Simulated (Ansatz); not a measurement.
# Tunnelling decay and corrugation (ordered overlayer): Au(111)-(√3×√3)R30°-Li, top site; V(110)-(rectangular two-atom cell)-P, hollow site; and others

A simple barrier model says that the current falls as exp(−2κz) with κ = 0.512 √φ (Å⁻¹, φ in eV). How well does that hold over real surfaces, and how fast does atomic contrast fade as the tip draws back?

Set-up. Ansatz 0.2.0, plane waves with PAW datasets (its set soft_2), functional as listed; relaxed slabs, Tersoff-Hamann images of the filled states within the window listed under the Fermi level. κ is fitted to the planar mean between 3 and 5 Å over the top atom; the model's barrier is the work function plus half the window. A setpoint is the mean density at the height named.

What came out:

| surface | functional | work function (eV) | window (eV) | κ, model (Å⁻¹) | κ, fitted (Å⁻¹) | near setpoint (Å): corrugation (Å) | far setpoint (Å): corrugation (Å) |
| --- | --- | --- | --- | --- | --- | --- | --- |
| Au(111)-(√3×√3)R30°-Li, top site | PBEsol | 1.88 | 0.30 | 0.73 | 0.67 | 2.5: 0.281 | 4: 0.109 |
| Cu(111)-(2x2)-Li, hcp site | LDA | 2.25 | 0.20 | 0.79 | 0.76 | 3: 0.200 | 4.5: 0.070 |
| Cu(111)-(2x2)-Pb, top site | PBE | 3.79 | 0.40 | 1.02 | 1.08 | 3: 0.670 | 4.5: 0.309 |
| Fe(100)-(3x1)-Bi, hollow site | PBE | 3.90 | 0.30 | 1.03 | 1.09 | 3: 1.824 | 5: 1.343 |
| Ta(100)-p(2x2)-C, bridge site | PBEsol | 3.97 | 0.50 | 1.05 | 1.02 | 2.5: 1.191 | 4: 0.580 |
| V(110)-(2x2)-Se, top site | PBE | 4.82 | 0.50 | 1.15 | 1.26 | 3: 0.801 | 4.5: 0.467 |
| Cu(111)-(2x2)-Te, top site | PBEsol | 4.87 | 0.30 | 1.15 | 1.26 | 2.5: 1.347 | 4: 0.615 |
| Fe(110)-(2x1)-P, hollow site | PBE-D3(BJ) | 5.10 | 0.20 | 1.17 | 1.30 | 3: 0.892 | 4.5: 0.432 |
| Pd(110)-(1x2)-Cl, hollow site | PBE-D3(BJ) | 5.22 | 0.20 | 1.18 | 1.31 | 3: 1.574 | 5: 1.045 |
| V(110)-(rectangular two-atom cell)-P, hollow site | LDA | 5.57 | 0.30 | 1.23 | 1.27 | 3: 0.659 | 5: 0.195 |

**Answer.** The fitted κ is 0.92 to 1.11 times the model's, and larger in 7 of 10. Momentum along the surface adds to κ² and raises it, while a barrier that has not reached its full height this near the surface lowers it. Worked for Au(111)-(√3×√3)R30°-Li, top site: 0.512 × √(1.88 + 0.15) = 0.73 Å⁻¹; with the fitted 0.67 Å⁻¹ the current falls by exp(2 × 0.67) = 3.8 per Å. Where it is still over 0.005 Å at the far setpoint (10 rows), the corrugation falls by a factor of 1.2 to 2.0 per Å.

**Limits.** The model has an s-wave tip and no forces between tip and sample. Semilocal potentials reach the vacuum level too fast, without an image tail. The surfaces are built from prototypes and need not be the stable ones; functionals, windows and heights differ between rows (the narrowest window from 0.2 eV on is taken, and runs with charge in the vacuum are left out), and rows with Cr, Mn, Fe, Co, Ni or Gd rest on one magnetic start or none. The table is a selection: not every member that was run is listed.
